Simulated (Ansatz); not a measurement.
**Sc (P6_3/mmc, 2 atoms in the cell) under biaxial strain in the (0001) plane, that of a and b**

Aim: how do the optical modes of Sc (P6_3/mmc, 2 atoms in the cell) shift and split under this strain?

Calculated with Ansatz 0.2.0; DFT LDA, scalar-relativistic, plane waves, PAW; PAW set soft_1.

Report form: the programs' logs are mostly left out.

## 1. Set-up

It takes space group P6_3/mmc (No. 194, hexagonal). The conventional cell has a = 3.309 Å, b = 3.309 Å, c = 5.273 Å, α = 90.00°, β = 90.00°, γ = 120.00°. Sc has 12 Sc at 3.26 to 3.31 Å nearest.

## 2. Relaxation

Harmonic phonons are second derivatives at a point where the forces vanish, and they are wanted at zero stress, so atoms and cell are relaxed first.

File input.yaml:

```yaml
crystal:
  lattice:
    - [3.309, 0.0, 0.0]
    - [-1.6545, 2.8656780611, 0.0]
    - [0.0, 0.0, 5.2733]
  atoms:
    - { symbol: Sc, position: [0.33333333, 0.66666667, 0.25] }
    - { symbol: Sc, position: [0.66666667, 0.33333333, 0.75] }
kpoints:
  mp_grid: { grid: [15, 15, 8] }
hamiltonian:
  xc: lda
  pseudopotentials: { kind: paw, azcp: { folder: soft_1 }, xc_functional: pbe }
scf:
  occupations: { method: gaussian, width: 0.1 }
output:
  forces: true
  stress: true
  eigenvalues: true
relax:
  adjacent_minimum: "off"
  f_tol: 0.005
  max_steps: 80
  cell: { stress_tol: 0.05 }
```

Command:

```console
> ansatz run input.yaml --threads 4 --pin off --max-ram 10240MiB --backend cpu --events-out ev --progress --plain --runs-dir out
```

It took 32 s on 4 threads of Intel Xeon at 2.50GHz (Skylake/Cascade Lake), shared host; peak memory 0.43 GiB.

The steps of the relaxation:

| step | energy less that of the first step (eV) | largest force component (eV/Å) | pressure (GPa) | volume (Å³) |
| --- | --- | --- | --- | --- |
| 1 | 0.0000 | 0.0000 | -5.35 | 50.00 |
| 2 | -0.0946 | 0.0000 | 0.54 | 44.66 |
| 3 | -0.0966 | 0.0000 | -0.01 | 45.04 |
| 4 | -0.0967 | 0.0000 | 0.01 | 45.02 |
| 5* | -0.0964 | 0.0000 | 0.00 | 45.02 |

Relaxation steps marked * repeat the geometry before them on a plane-wave basis chosen anew for their cell, so energy and pressure can jump there.

Forces are held to the 24 operations that the run works with; a distortion that breaks them can't arise in this run.

| conventional cell, symmetrised | before | after | change |
| --- | --- | --- | --- |
| a (Å) | 3.309 | 3.230 | -2.4 % |
| b (Å) | 3.309 | 3.230 | -2.4 % |
| c (Å) | 5.273 | 4.985 | -5.5 % |
| volume (Å³/atom) | 25.00 | 22.51 | -10.0 % |

Final coordinates:

```
Sc
1.0
     3.22959    0.00000    0.00000
    -1.61480    2.79691    0.00000
     0.00000    0.00000    4.98452
Sc
2
Direct
  0.33333 0.66667 0.25000
  0.66667 0.33333 0.75000
```

Numbers from this step:

```
pressure          : 0.004833 GPa
volume per atom   : 22.51 Å³
gap on the k-mesh : 0 eV
```

In this step the volume went from 25.00 to 22.51 Å³/atom.

## 3. Relaxation

The relaxation is repeated from its end on the same settings, as a check that it has come to rest.

input.yaml, the sections that differ from step 2:

```yaml
crystal:
  lattice:
    - [3.2295941641, 0.0, 0.0]
    - [-1.6147970821, 2.7969105901, 0.0]
    - [0.0, 0.0, 4.9845188724]
  atoms:
    - { symbol: Sc, position: [0.3333333333, 0.6666666667, 0.25] }
    - { symbol: Sc, position: [0.6666666667, 0.3333333333, 0.75] }
output:
  forces: true
  stress: true
  eigenvalues: true
  write_density: true
  write_potential: true
  elf: true
  volumetric_format: npy
# kpoints, hamiltonian, scf, relax: as in step 2
```

Wall time 13 s (4 threads); peak memory 0.42 GiB; 24 s of CPU time.

Little changed from the start: no atom moved by 0.005 Å and no cell edge by 0.1 %.

In this step the volume went from 22.51 to 22.51 Å³/atom.

## 4. Tight relaxation

Phonons need small forces and stress, so the relaxation is finished with tight tolerances on 15×15×8 k points.

input.yaml, the sections that differ from step 3:

```yaml
crystal:
  lattice:
    - [3.2295941641, 0.0, 0.0]
    - [-1.6147970821, 2.79691059, 0.0]
    - [0.0, 0.0, 4.9845188724]
  atoms:
    - { symbol: Sc, position: [0.3333333333, 0.6666666667, 0.25] }
    - { symbol: Sc, position: [0.6666666667, 0.3333333333, 0.75] }
scf:
  occupations: { method: methfessel_paxton, width: 0.2 }
output:
  forces: true
  stress: true
  eigenvalues: true
relax:
  adjacent_minimum: "off"
  f_tol: 0.001
  max_steps: 60
  cell: { stress_tol: 0.01 }
# kpoints, hamiltonian: as in step 3
```

Elapsed: 15 s, on 4 threads; peak memory 0.43 GiB.

Little changed from the start: no atom moved by 0.005 Å and no cell edge by 0.1 %.

This step gave:

| Item | Value |
| --- | --- |
| pressure | -0.004040 GPa |

The forces vanish by symmetry and the pressure is -0.004 GPa, within the tolerances set. The cell now holds 22.51 Å³/atom.

## 5. Modes at rest

The force constants come from the linear response of the density to a displacement.

The modes at rest are the reference of the series.

input.yaml, the sections that differ from step 4:

```yaml
crystal:
  lattice:
    - [3.2304488863, 0.0, 0.0]
    - [-1.6152244432, 2.7976508012, 0.0]
    - [0.0, 0.0, 4.982245406]
  atoms:
    - { symbol: Sc, position: [0.3333333333, 0.6666666667, 0.25] }
    - { symbol: Sc, position: [0.6666666667, 0.3333333333, 0.75] }
output:
  eigenvalues: true
phonons:
  method: dfpt
# kpoints, hamiltonian, scf: as in step 4
# relax: removed
```

It took 61 s on 4 threads; peak memory 0.98 GiB; 1.9 min of CPU time.

This step gave:

```
sum-rule residual before enforcement                    : 8.01e-5 eV/Å²
point group                                             : 6/mmm
highest optical mode at the zone centre (no LO-TO term) : 240.0 cm⁻¹
lowest optical zone-centre mode                         : 137.5 cm⁻¹
```

Patterns of degenerate modes are one choice out of their space. Modes at Γ:

| mode | frequency (cm⁻¹) | symmetry |
| --- | --- | --- |
| 1 | 0.0 | acoustic |
| 2 | 0.0 | acoustic |
| 3 | 0.0 | acoustic |
| 4 | 137.5 | E2g |
| 5 | 137.5 | E2g |
| 6 | 240.0 | B1g |

Displacements in mode 4 (137.5 cm⁻¹), the largest set to 1:
```
Sc1 -1.00  0.00  0.00
Sc2  1.00  0.00  0.00
```

Displacements in mode 6 (240.0 cm⁻¹), the largest set to 1:
```
Sc1  0.00  0.00  1.00
Sc2  0.00  0.00 -1.00
```

Before it was imposed, the acoustic sum rule was missed by 8.0e-5 eV/Å². Small misses are needed for a sound result but don't prove that mesh and cutoff are converged. The lowest optical mode is real, 137 cm⁻¹.

## 6. A member of the series: biaxial strain of +4 % in the (0001) plane, that of a and b

The cell takes a biaxial strain of +4 % in the (0001) plane, that of a and b. The strained lengths are held, while the rest of the cell and the atoms relax.

input.yaml, the sections that differ from step 5:

```yaml
crystal:
  lattice:
    - [3.3596668418, 0.0, 0.0]
    - [-1.6798334209, 2.9095568333, 0.0]
    - [0.0, 0.0, 4.8986362717]
  atoms:
    - { symbol: Sc, position: [0.3333333333, 0.6666666667, 0.25] }
    - { symbol: Sc, position: [0.6666666667, 0.3333333333, 0.75] }
output:
  forces: true
  stress: true
  eigenvalues: true
relax:
  adjacent_minimum: "off"
  f_tol: 0.001
  max_steps: 60
  cell: { stress_tol: 0.01, fix: [a, b, gamma] }
# kpoints, hamiltonian, scf: as in step 5
# phonons: removed
```

It took 17 s on 4 threads; peak memory 0.43 GiB; 44 s of CPU time.

Step by step:

| step | energy less that of the first step (eV) | largest force component (eV/Å) | pressure (GPa) | volume (Å³) |
| --- | --- | --- | --- | --- |
| 1 | 0.0000 | 0.0000 | -3.46 | 47.88 |
| 2 | -0.0005 | 0.0000 | -3.20 | 47.63 |
| 3 | -0.0005 | 0.0000 | -3.19 | 47.62 |
| 4* | -0.0005 | 0.0000 | -3.19 | 47.62 |

Relaxation steps marked * repeat the geometry before them on a plane-wave basis chosen anew for their cell, so energy and pressure can jump there.

Forces are held to the 24 operations that the run works with; a distortion that breaks them can't arise in this run.

| conventional cell, symmetrised | before | after | change |
| --- | --- | --- | --- |
| a (Å) | 3.360 | 3.360 | +0.0 % |
| b (Å) | 3.360 | 3.360 | +0.0 % |
| c (Å) | 4.899 | 4.872 | -0.5 % |
| volume (Å³/atom) | 23.94 | 23.81 | -0.5 % |

Final coordinates:

```
Sc
1.0
     3.35967    0.00000    0.00000
    -1.67983    2.90956    0.00000
     0.00000    0.00000    4.87205
Sc
2
Direct
  0.33333 0.66667 0.25000
  0.66667 0.33333 0.75000
```

Numbers from this step:

| Property | Result |
| --- | --- |
| pressure | -3.193 GPa |
| volume per atom | 23.81 Å³ |

The forces vanish by symmetry.

## 7. Modes of this member: biaxial strain of +4 % in the (0001) plane, that of a and b

The zone-centre modes follow for biaxial strain of +4 % in the (0001) plane, that of a and b.

input.yaml, the sections that differ from step 6:

```yaml
crystal:
  lattice:
    - [3.3596668418, 0.0, 0.0]
    - [-1.6798334209, 2.9095568333, 0.0]
    - [0.0, 0.0, 4.8720487601]
  atoms:
    - { symbol: Sc, position: [0.3333333333, 0.6666666667, 0.25] }
    - { symbol: Sc, position: [0.6666666667, 0.3333333333, 0.75] }
output:
  eigenvalues: true
phonons:
  method: dfpt
# kpoints, hamiltonian, scf: as in step 6
# relax: removed
```

Wall time 53 s (4 threads); peak memory 1 GiB; 2.2 min of CPU time.

This step gave:

```yaml
sum_rule_residual_before_enforcement: 8.37e-5 eV/Å²
highest_optical_mode_at_the_zone_centre_no_lo_to_term: 251.7 cm⁻¹
lowest_optical_zone_centre_mode: 144.3 cm⁻¹
```

Patterns of degenerate modes are one choice out of their space. Modes at Γ:

| mode | frequency (cm⁻¹) | symmetry |
| --- | --- | --- |
| 1 | 0.0 | acoustic |
| 2 | 0.0 | acoustic |
| 3 | 0.0 | acoustic |
| 4 | 144.3 | E2g |
| 5 | 144.3 | E2g |
| 6 | 251.7 | B1g |

The lowest optical mode is real, 144 cm⁻¹, and the highest lies at 251.7 cm⁻¹.

For the highest optical mode at the zone centre (no LO-TO term), step 5 gave 240 cm⁻¹; this run, with strain 4 %, gives 252 cm⁻¹ (+5 %).

## 8. A member of the series: biaxial strain of -4 % in the (0001) plane, that of a and b

The cell takes a biaxial strain of -4 % in the (0001) plane, that of a and b. The strained lengths are held, while the rest of the cell and the atoms relax.

input.yaml, the sections that differ from step 7:

```yaml
crystal:
  lattice:
    - [3.1012309309, 0.0, 0.0]
    - [-1.5506154655, 2.6857447692, 0.0]
    - [0.0, 0.0, 5.0834698663]
  atoms:
    - { symbol: Sc, position: [0.3333333333, 0.6666666667, 0.25] }
    - { symbol: Sc, position: [0.6666666667, 0.3333333333, 0.75] }
output:
  forces: true
  stress: true
  eigenvalues: true
relax:
  adjacent_minimum: "off"
  f_tol: 0.001
  max_steps: 60
  cell: { stress_tol: 0.01, fix: [a, b, gamma] }
# kpoints, hamiltonian, scf: as in step 7
# phonons: removed
```

Run time: 17 s. Hardware: 4 threads; peak memory 0.42 GiB.

Relaxation path:

| step | energy less that of the first step (eV) | largest force component (eV/Å) | pressure (GPa) | volume (Å³) |
| --- | --- | --- | --- | --- |
| 1 | 0.0000 | 0.0000 | 4.26 | 42.34 |
| 2 | -0.0010 | 0.0000 | 3.65 | 42.70 |
| 3 | -0.0010 | 0.0000 | 3.66 | 42.69 |
| 4* | -0.0010 | 0.0000 | 3.66 | 42.69 |

Relaxation steps marked * repeat the geometry before them on a plane-wave basis chosen anew for their cell, so energy and pressure can jump there.

Forces are held to the 24 operations that the run works with; a distortion that breaks them can't arise in this run.

| conventional cell, symmetrised | before | after | change |
| --- | --- | --- | --- |
| a (Å) | 3.101 | 3.101 | -0.0 % |
| b (Å) | 3.101 | 3.101 | -0.0 % |
| c (Å) | 5.083 | 5.126 | +0.8 % |
| volume (Å³/atom) | 21.17 | 21.35 | +0.8 % |

The relaxed structure:

```xyz
2
Lattice="3.1012 0.0000 0.0000 -1.5506 2.6857 0.0000 0.0000 0.0000 5.1255" Properties=species:S:1:pos:R:3 pbc="T T T"
Sc    0.0000    1.7905    1.2814
Sc    1.5506    0.8952    3.8441
```

This step gave:

```yaml
pressure: 3.663 GPa
volume_per_atom: 21.35 Å³
```

The forces vanish by symmetry.

## 9. Modes of this member: biaxial strain of -4 % in the (0001) plane, that of a and b

The zone-centre modes follow for biaxial strain of -4 % in the (0001) plane, that of a and b.

input.yaml, the sections that differ from step 8:

```yaml
crystal:
  lattice:
    - [3.1012309309, 0.0, 0.0]
    - [-1.5506154655, 2.6857447692, 0.0]
    - [0.0, 0.0, 5.1255146491]
  atoms:
    - { symbol: Sc, position: [0.3333333333, 0.6666666667, 0.25] }
    - { symbol: Sc, position: [0.6666666667, 0.3333333333, 0.75] }
output:
  eigenvalues: true
phonons:
  method: dfpt
# kpoints, hamiltonian, scf: as in step 8
# relax: removed
```

The job ended after 42 s (4 threads; peak memory 0.95 GiB).

Numbers from this step:

```yaml
sum_rule_residual_before_enforcement: 4.06e-5 eV/Å²
highest_optical_mode_at_the_zone_centre_no_lo_to_term: 212.8 cm⁻¹
lowest_optical_zone_centre_mode: 121.3 cm⁻¹
```

Patterns of degenerate modes are one choice out of their space. Modes at Γ:

| mode | frequency (cm⁻¹) | symmetry |
| --- | --- | --- |
| 1 | 0.0 | acoustic |
| 2 | 0.0 | acoustic |
| 3 | 0.0 | acoustic |
| 4 | 121.3 | E2g |
| 5 | 121.3 | E2g |
| 6 | 212.8 | B1g |

The lowest optical mode is real, 121 cm⁻¹, and the highest lies at 212.8 cm⁻¹.

Between step 5 and this run (strain -4 %) the value for the highest optical mode at the zone centre (no LO-TO term) moves from 240 cm⁻¹ to 213 cm⁻¹ (-11 %).

## 10. The series together

The members are set side by side, also those not shown above.

Stress is positive in compression; energies are extrapolated to zero smearing, and E0 is that at rest; the edges not held and the atoms are relaxed in each cell; all runs use 15×15×8 k points and Methfessel-Paxton smearing of 0.2 eV. State of the crystal along the series:

| strain (%) | in-plane stress (GPa) | free strain along c (%) | E - E0 (meV/atom) |
| --- | --- | --- | --- |
| -4 | 5.494 | 2.876 | 31.3 |
| -3 | 4.164 | 2.032 | 17.73 |
| -2 | 2.78 | 1.278 | 7.871 |
| -1 | 1.376 | 0.607 | 1.954 |
| 0 | -0.002045 | 0 | 0 |
| 1 | -1.316 | -0.586 | 1.878 |
| 2 | -2.557 | -1.146 | 7.404 |
| 3 | -3.717 | -1.678 | 16.37 |
| 4 | -4.788 | -2.212 | 28.57 |

Optical modes are counted from below at rest and tracked from member to member by their patterns, and modes that stay within 0.3 cm⁻¹ of each other stand once; labels, where given, are those at rest; the edges not held and the atoms are relaxed in each cell; all runs use 15×15×8 k points and Methfessel-Paxton smearing of 0.2 eV. Optical modes along the series:

| strain (%) | optical mode 1 E2g (cm⁻¹) | optical mode 2 B1g (cm⁻¹) |
| --- | --- | --- |
| -4 | 121.3 | 212.8 |
| -3 | 126.2 | 221.5 |
| -2 | 130.8 | 229.1 |
| -1 | 134.5 | 235.2 |
| 0 | 137.5 | 240 |
| 1 | 139.8 | 243.9 |
| 2 | 141.7 | 247.1 |
| 3 | 143.2 | 249.6 |
| 4 | 144.3 | 251.7 |

Value and slope at zero strain of a cubic (a lower polynomial where under five rows exist) through the rows within 2 % of rest. Slopes at rest:

| mode | frequency (cm⁻¹) | shift per percent of strain (cm⁻¹) | shift per GPa of compressive stress (cm⁻¹) |
| --- | --- | --- | --- |
| optical mode 1 E2g | 137.5 | 2.63 | -1.95 |
| optical mode 2 B1g | 240 | 4.33 | -3.21 |

## 11. Outcome

```
members                                                          : 9
highest optical mode at the zone centre (no LO-TO term), at rest : 240.0 cm⁻¹
biaxial modulus in the (0001) plane, that of a and b             : 135 GPa
optical mode 1 E2g, shift per percent                            : 2.63 cm⁻¹
optical mode 2 B1g, shift per percent                            : 4.33 cm⁻¹
```

**Reading.** The stress changes by 1.35 GPa for each percent, a biaxial modulus of 135 GPa in the (0001) plane, that of a and b. For each percent the free edge responds with -0.59 %. Within 2 % of rest optical mode 1 E2g and optical mode 2 B1g bend away from a straight line, so a single slope holds only near rest. These are harmonic frequencies at zero temperature: anharmonic shifts, linewidths and thermal expansion are left out. With no gap, or one that is small against the smearing, the frequencies hang on the k mesh and the smearing, most of all near Kohn anomalies. The PAW files were made for PBE; the program adapts parts of them to the functional of the run, but their partial waves stay those of PBE, an approximation that was not tested in this session. Only the zone centre was solved, so an instability at another wavevector cannot show here.

[Logs are printed without paths, hosts, clocks, repeated set-up lines and the standing remarks that a program may print on its own settings, such as how far it seeks lower states.]

[Hosts, paths, dates, database ids (printed as entryN), source tags and the programs' standing remarks are cut or masked in the printed files.]
